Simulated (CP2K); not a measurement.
Consider dimethyl sulfoxide monohydrate at its PBE geometry (Å).

```xyz
13

C     1.6674   -0.2237   -0.0910
S     0.2518   -1.1387    0.5868
C    -0.7289   -1.1745   -0.9414
O    -0.4587   -0.2042    1.5334
O    -1.1935    2.2803    0.6971
H     2.3648   -0.0650    0.7396
H     2.1482   -0.8332   -0.8677
H     1.3245    0.7395   -0.4906
H    -0.9134   -0.1450   -1.2755
H    -1.6748   -1.6699   -0.6944
H    -0.1900   -1.7548   -1.7017
H    -1.6289    2.7823    1.4029
H    -0.9685    1.4070    1.1025
```

Method: CP2K XAS_TDP, all-electron GAPW, PBEh(45%), aug-cc-pVDZ, TDA, GW2X-corrected core level, ZORA, spin–orbit coupling.

**Question.** Predict the bright core excitations at the S L₂,₃ edge.

Leading lines: S2 169.79 eV. The leading line of an atom is its first one with 35 % of the strongest within 2.5 eV of its lowest line over the strength cut. Core ionisation energies at this level: S2 173.63/173.69/174.82 eV; the 2p½ level lies 1.16 eV above the 2p3/2 pair.

The first six lines of each atom with a strength over 0.0003:

```
                    atom  energy (eV)  states  strength, one atom  above the computed threshold
S2 (bonded to 2 C and O)       169.65       2              0.0005                              
                               169.79       2              0.0042                              
                               169.81       1              0.0004                              
                               169.82       1              0.0006                              
                               170.24       1              0.0023                              
                               170.85       2              0.0011
```

Lines are vertical, at one geometry, with no vibrational structure. GW2X ionisation energies and lines can be off by 1 to 2 eV either way, and a good line position may hide errors that cancel. Rydberg lines, and the discretised continuum above threshold, depend on the basis and the box. This is one low-energy arrangement of the cluster, relaxed without a dispersion correction; others exist.

[Banner, clock and machine lines of the logs are left out without a mark of their own.]

[Logs are printed without paths, hosts, clocks, repeated set-up lines and the standing remarks that a program may print on its own settings, such as how far it seeks lower states.]

[Hosts, paths, dates, database ids (printed as entryN), source tags and the programs' standing remarks are cut or masked in the printed files.]
